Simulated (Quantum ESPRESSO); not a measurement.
# ZnS (F-43m): from Born charge to LO-TO splitting

Aim: work out the LO frequency and the static dielectric constant of ZnS (F-43m) from one linear-response run, then check them.

Main program and level: Quantum ESPRESSO 7.5; DFT LDA, scalar-relativistic, plane waves, PseudoDojo norm-conserving pseudopotentials.

The database entry behind the starting cell differs from later determinations by our own check (about 0.1 % short), so it need not match the best structure at ambient conditions.

**1. The relaxed structure**

Symmetry: F-43m, No. 216, cubic system. The conventional cell has a = 5.298 Å, b = 5.298 Å, c = 5.298 Å, α = 90.00°, β = 90.00°, γ = 90.00°. Nearest to Zn lie 4 S at 2.29 Å. Nearest to S lie 4 Zn at 2.29 Å. Farther neighbours and most contacts between anions are not listed.

Coordinates:

```
Zn S
1.0
    -2.64876    0.00000    2.64876
     0.00000    2.64876    2.64876
    -2.64876    2.64876    0.00000
Zn S
1 1
Cartesian
  -1.3244 1.3244 1.3244
  0.0000 0.0000 0.0000
```

This is the cell after its relaxation at this level of theory, not the database cell from which that began.

**2. What the response run gave**

A linear-response run on the relaxed cell, with the response to an electric field; only its zone-centre results are used. Cutoff 92 Ry, k mesh 8×8×8.

What it wrote:

```text
[banners, grids, parts of the stress and lines that vanish by symmetry left out]
Program PHONON v.7.5
     Reading xml data from directory:

[...]
Exchange-correlation= PW
                           (   1   4   0   0   0   0   0)
[...]
kinetic-energy cut-off    =      92.0000  Ry
     charge density cut-off    =     368.0000  Ry
     convergence threshold     =      1.0E-18
[...]
Exchange-correlation= PW
                           (   1   4   0   0   0   0   0)
[...]
q = (   0.0000000   0.0000000   0.0000000 )
     25 Sym.Ops. (with q -> -q+G )
     G cutoff =  467.0898  (  29939 G-vectors)     FFT grid: ( 45, 45, 45)
     number of k points=    29
[...]
Mode symmetry, T_d (-43m)  point group:
[...]
Dielectric constant
[...]
End of electric fields calculation
          Dielectric constant in cartesian axis
          (       6.348391193      -0.000000000      -0.000000000 )
          (      -0.000000000       6.348391193       0.000000000 )
          (      -0.000000000      -0.000000000       6.348391193 )
          Effective charges (d Force / dE) in cartesian axis without acoustic sum rule applied (asr)
           atom    1  Zn    Mean Z*:        1.90971
      Ex  (        1.90971        0.00000        0.00000 )
      Ey  (        0.00000        1.90971       -0.00000 )
      Ez  (        0.00000       -0.00000        1.90971 )
           atom    2  S     Mean Z*:       -1.92898
      Ex  (       -1.92898       -0.00000       -0.00000 )
      Ey  (       -0.00000       -1.92898       -0.00000 )
      Ez  (        0.00000        0.00000       -1.92898 )
          Effective charges Sum: Mean:       -0.01927
[...]
Effective charges (d Force / dE) in cartesian axis with asr applied:
           atom    1  Zn    Mean Z*:        1.91935
[...]
atom    2  S     Mean Z*:       -1.91935
[...]
Representation #   1 modes #   1   2   3
[...]
End of self-consistent calculation
     Convergence has been achieved
     Representation #   2 modes #   4   5   6
[...]
End of self-consistent calculation
     Convergence has been achieved
[...]
Dielectric constant in cartesian axis
          (       6.348391193      -0.000000000      -0.000000000 )
          (      -0.000000000       6.348391193       0.000000000 )
          (      -0.000000000      -0.000000000       6.348391193 )
          Effective charges (d Force / dE) in cartesian axis without acoustic sum rule applied (asr)
           atom    1  Zn    Mean Z*:        1.90971
      Ex  (        1.90971        0.00000        0.00000 )
      Ey  (        0.00000        1.90971       -0.00000 )
      Ez  (        0.00000       -0.00000        1.90971 )
           atom    2  S     Mean Z*:       -1.92898
      Ex  (       -1.92898       -0.00000       -0.00000 )
      Ey  (       -0.00000       -1.92898       -0.00000 )
      Ez  (        0.00000        0.00000       -1.92898 )
          Effective charges Sum: Mean:       -0.01927
[...]
Effective charges (d Force / dE) in cartesian axis with asr applied:
           atom    1  Zn    Mean Z*:        1.91935
[...]
atom    2  S     Mean Z*:       -1.91935
[...]
q = (    0.000000000   0.000000000   0.000000000 )
[...]
freq (    1) =       0.086260 [THz] =       2.877315 [cm-1]
     freq (    2) =       0.086260 [THz] =       2.877315 [cm-1]
     freq (    3) =       0.086260 [THz] =       2.877315 [cm-1]
     freq (    4) =       8.729683 [THz] =     291.190869 [cm-1]
     freq (    5) =       8.729683 [THz] =     291.190869 [cm-1]
     freq (    6) =       8.729683 [THz] =     291.190869 [cm-1]
[...]
Mode symmetry, T_d (-43m)  point group:
     freq (   1-   3) =          2.9  [cm-1]   --> T_2  G_15 P_4   I+R
     freq (   4-   6) =        291.2  [cm-1]   --> T_2  G_15 P_4   I+R

   JOB DONE.
```

```
                       quantity   value
             cell volume Ω (Å³)  37.167
                 mass of Zn (u)  65.380
                  mass of S (u)  32.060
     Born charge of Zn, raw (e)   1.910
      Born charge of S, raw (e)  -1.929
                             ε∞   6.348
ω(TO) after the sum rule (cm⁻¹)   291.2
```

**3. The calculation**

The charges must sum to zero over the cell; taking off their mean, -0.010 e, leaves Z* = 1.919 e on Zn. In the polar mode Zn moves against S, so the reduced mass is μ = 65.38 × 32.06 / 97.44 = 21.512 u.

A longitudinal wave builds up a field that adds to the restoring force: ω(LO)² = ω(TO)² + 4π Z*² / (μ Ω ε∞), in Hartree atomic units. With μ = 39213 electron masses and Ω = 250.82 bohr³ the second term is 7.4143e-07 Ha², or 35714 cm⁻² (1 Ha = 219474.6 cm⁻¹).

So ω(LO) = √(84792 + 35714) = 347.1 cm⁻¹, and by the Lyddane-Sachs-Teller relation ε₀ = ε∞ (ω(LO)/ω(TO))² = 9.02.

**4. Check against the program**

The analysis program adds the same non-analytic term to the full matrix, here for q along (1 0 0).

What it wrote:

```text
[banner, memory and clock lines left out]
Program DYNMAT v.7.5

     Reading Dynamical Matrix from file g.dyn
     ...Force constants read
     ...epsilon and Z* read

     Polarizability (A^3 units)
     multiply by 0.359351 for Clausius-Mossotti correction
        15.818679   -0.000000   -0.000000
        -0.000000   15.818679   -0.000000
        -0.000000    0.000000   15.818679

     IR activities are in (D/A)^2/amu units

# mode   [cm-1]    [THz]      IR
    1      0.00    0.0000    0.0000
    2      0.00    0.0000    0.0000
    3      0.00    0.0000    0.0000
    4    291.19    8.7295    3.9510
    5    291.19    8.7295    3.9510
    6    347.13   10.4068    3.9510
```

ε₀ comes from the program's run without a direction of q.

```
    quantity  by hand  program
ω(LO) (cm⁻¹)    347.1    347.1
          ε₀     9.02     9.02
```

**5. What came out**

```yaml
to_mode: 291.2 cm⁻¹
lo_mode: 347.1 cm⁻¹
static_dielectric_constant: 9.022
```

In words: The LO mode of ZnS (F-43m) lies at 347 cm⁻¹, 56 cm⁻¹ above the TO mode; the formula meets the program within 0.1 cm⁻¹, as it must for a cubic crystal with one polar mode. ω(LO)² − ω(TO)² goes with Z*²/ε∞: an error of 5 % in ε∞ would move the LO mode by 2.5 cm⁻¹, and semilocal functionals tend to overestimate ε∞. The raw charges miss their sum by 0.019 e, a sign that the k mesh is short for the field response, so ε∞ may be some per cent too high. These are harmonic values at zero temperature, at the volume of this functional, for the structure held cubic; stability elsewhere in the zone is no part of this calculation.

[Host names and launcher messages were left out of these logs when they were recorded.]

[Logs are printed without paths, hosts, clocks, repeated set-up lines and the standing remarks that a program may print on its own settings, such as how far it seeks lower states.]

[Hosts, paths, dates, database ids (printed as entryN), source tags and the programs' standing remarks are cut or masked in the printed files.]
